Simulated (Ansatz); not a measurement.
# Current against voltage: bond stretched by 1.5 Å, between Al atomic chains, part 2 of 2

Aim: the current at finite bias, with the potential solved under it.

Ansatz 0.2.0; DFT PBE, plane waves, PAW; current against voltage, self-consistent under bias.

So far: Set-up; Current against voltage.

### 2. Current against voltage (continued)

Hartree potential energy less that at 0 V, planar mean against z:

| z (Å) | 0.3 V (eV) | 0.6 V (eV) | 1 V (eV) | 1.5 V (eV) |
| --- | --- | --- | --- | --- |
| -5 | 0.0493 | 0.103 | 0.170 | 0.256 |
| 0 | 0.146 | 0.295 | 0.487 | 0.730 |
| 5 | 0.151 | 0.305 | 0.504 | 0.755 |
| 10 | 0.151 | 0.305 | 0.504 | 0.755 |
| 15 | 0.148 | 0.301 | 0.500 | 0.749 |
| 20 | 0.144 | 0.293 | 0.492 | 0.737 |
| 25 | 0.148 | 0.306 | 0.506 | 0.752 |
| 30 | 0.137 | 0.271 | 0.467 | 0.703 |
| 35 | 0.159 | 0.344 | 0.548 | 0.815 |
| 40 | 0.0119 | -0.0786 | -0.0165 | -0.0458 |
| 45 | -0.142 | -0.270 | -0.486 | -0.735 |
| 50 | -0.139 | -0.288 | -0.480 | -0.718 |
| 55 | -0.144 | -0.286 | -0.490 | -0.736 |
| 60 | -0.141 | -0.286 | -0.484 | -0.725 |
| 65 | -0.145 | -0.290 | -0.491 | -0.737 |
| 70 | -0.147 | -0.293 | -0.493 | -0.741 |
| 75 | -0.147 | -0.293 | -0.494 | -0.741 |
| 80 | -0.146 | -0.290 | -0.490 | -0.737 |
| 85 | -0.0769 | -0.149 | -0.250 | -0.374 |

The electron density less that at 0 V, planar mean (0.3 V) oscillates, so the rows of the table below give means over windows of 2.4 Å about each position, cut where the curve ends. Its first 14 maxima inside the range that stand out by 2 % of the span (Å: e/Å³): -1.2: 5.8e-5, 1.0: 3.1e-5, 18.7: 1.4e-5, 23.5: 1.5e-5, 25.8: 4.7e-5, 28.3: 5.5e-5, 30.6: 5.8e-5, 32.7: 7.9e-5, 35.2: 1.6e-4, 37.5: 3.6e-4, 40.0: 2.1e-4, 42.8: 2.5e-5, 45.1: 8.3e-5, 47.3: 5.6e-5. Its first 14 minima: 0.0: 4.1e-6, 17.5: -8.9e-6, 22.0: -3.1e-5, 24.5: -1.5e-5, 26.9: -3.2e-5, 29.3: -7.1e-5, 31.7: -9.4e-5, 34.0: -1.2e-4, 36.5: -7.0e-5, 38.7: -1.3e-4, 41.6: -3.6e-4, 43.8: -1.4e-4, 46.1: -5.8e-5, 48.6: -4.3e-5.

Table of electron density less that at 0 V, planar mean by z; means over each step:

| z (Å) | 0.3 V (e/Å³) | 0.6 V (e/Å³) | 1 V (e/Å³) | 1.5 V (e/Å³) |
| --- | --- | --- | --- | --- |
| -5.74 | -3.1e-7 | -1.3e-7 | 1.2e-7 | 7.4e-7 |
| -3.34 | 9.2e-6 | 1.9e-5 | 3.2e-5 | 4.8e-5 |
| -0.94 | 3.5e-5 | 7.1e-5 | 1.2e-4 | 1.8e-4 |
| 1.46 | 1.4e-5 | 2.6e-5 | 4.2e-5 | 6.2e-5 |
| 3.86 | -3.1e-7 | -5.7e-7 | -1.0e-6 | -1.4e-6 |
| 6.26 | 3.3e-7 | 6.6e-7 | 8.5e-7 | 1.3e-6 |
| 8.66 | 8.2e-7 | 1.5e-6 | 2.0e-6 | 3.4e-6 |
| 11.06 | 7.4e-7 | 1.2e-6 | 1.4e-6 | 2.4e-6 |
| 13.46 | 8.9e-7 | 1.8e-6 | 2.1e-6 | 3.6e-6 |
| 15.86 | -4.9e-7 | 1.1e-7 | 4.8e-7 | 3.4e-6 |
| 18.26 | 2.6e-6 | 6.3e-6 | 7.0e-6 | 6.7e-6 |
| 20.66 | -4.1e-6 | -3.8e-6 | -2.3e-6 | 9.9e-6 |
| 23.06 | -5.4e-6 | -2.2e-5 | -2.8e-5 | -5.7e-5 |
| 25.46 | 1.3e-5 | 3.9e-5 | 4.4e-5 | 5.9e-5 |
| 27.86 | 5.3e-6 | 3.4e-5 | 4.4e-5 | 9.2e-5 |
| 30.26 | -1.2e-5 | -2.8e-5 | -3.1e-5 | -3.0e-5 |
| 32.66 | -1.1e-5 | -4.5e-5 | -5.7e-5 | -1.1e-4 |
| 35.06 | 2.3e-5 | 8.1e-5 | 8.6e-5 | 1.1e-4 |
| 37.46 | 1.3e-4 | 5.0e-4 | 6.4e-4 | 0.00108 |
| 39.86 | 3.6e-5 | -2.5e-4 | -1.8e-4 | -4.4e-4 |
| 42.26 | -1.5e-4 | -3.1e-4 | -4.5e-4 | -6.1e-4 |
| 44.66 | -1.9e-5 | 2.9e-5 | -6.1e-5 | -1.1e-4 |
| 47.06 | -4.6e-8 | -1.4e-5 | -3.1e-6 | 4.7e-6 |
| 49.46 | 1.8e-7 | -1.4e-5 | -2.9e-6 | -7.2e-6 |
| 51.86 | -7.0e-8 | -5.8e-6 | -2.1e-6 | 5.3e-6 |
| 54.26 | -3.4e-6 | -2.3e-7 | -6.8e-6 | -1.7e-5 |
| 56.66 | -2.5e-6 | -6.1e-7 | -7.1e-6 | -1.2e-5 |
| 59.06 | 4.7e-6 | -1.0e-6 | 8.1e-6 | 1.2e-5 |
| 61.46 | -2.8e-6 | -1.0e-6 | -3.5e-6 | -5.6e-6 |
| 63.86 | 8.7e-7 | 1.4e-7 | -1.1e-6 | -3.4e-6 |
| 66.26 | -5.7e-7 | -6.8e-7 | -4.2e-7 | -8.6e-7 |
| 68.66 | 5.8e-7 | 1.5e-6 | 1.3e-6 | 7.0e-7 |
| 71.06 | -1.0e-6 | -1.6e-6 | -1.7e-6 | -2.6e-6 |
| 73.46 | 3.9e-7 | 4.5e-8 | 3.9e-7 | 4.3e-7 |
| 75.86 | -1.4e-7 | 4.4e-8 | 2.4e-7 | 2.0e-6 |
| 78.26 | -1.5e-6 | -3.0e-6 | -5.9e-6 | -1.1e-5 |
| 80.66 | -1.9e-5 | -3.7e-5 | -6.3e-5 | -9.2e-5 |
| 83.06 | -3.6e-5 | -7.3e-5 | -1.2e-4 | -1.8e-4 |
| 85.46 | -2.1e-6 | -3.6e-6 | -5.9e-6 | -8.0e-6 |
| 87.86 | 1.1e-8 | 5.2e-9 | -1.0e-7 | -1.7e-7 |

By hand: at 1.5 V the window reaches from -0.75 to 0.75 eV, and the mean transmission a spin over it is 0.0478. With sharp Fermi edges I = G0 × V × T̄ = 77.48 μS × 1.5 V × 0.0478 = 5.56 μA, against 5.52 μA from the program at 300 K.

The zero-bias conductance is 0.173 G₀; current over voltage goes 0.0918 at +0.3 V, 0.0634 at +0.6 V, 0.0440 at +1 V and 0.0475 at +1.5 V in the same unit. The leads' misfit reaches 40 meV.

### 3. Summary of results

| Property | Result |
| --- | --- |
| conductance at zero bias | 0.173 G₀ |
| current at +0.3 V | 2.13 μA |
| current at +0.6 V | 2.95 μA |
| current at +1 V | 3.41 μA |
| current at +1.5 V | 5.52 μA |

The junction conducts 0.173 G₀ at zero bias and carries 5.52 μA at 1.50 V. At 1.50 V the current is 0.28 times what the zero-bias conductance would give; over all biases of the sweep that ratio lies between 0.26 and 0.53. Of the 1.50 V, 1.49 V drops at the junction. By +0.6 V a band edge of a lead has entered the bias window, and at +1.5 V 73 % of the window has no channel on one side; narrow lead bands can shape the curve there. A wire screens slowly, so the current depends on the leads' length and the box width; neither was converged here. Transport is coherent and elastic here: the atoms are frozen, so scattering by vibrations plays no part. A cutoff under the files' recommended one was taken to save time; its effect on T(E) was not tested here.

[Hosts, paths, dates, database ids (printed as entryN), source tags and the programs' standing remarks are cut or masked in the printed files.]
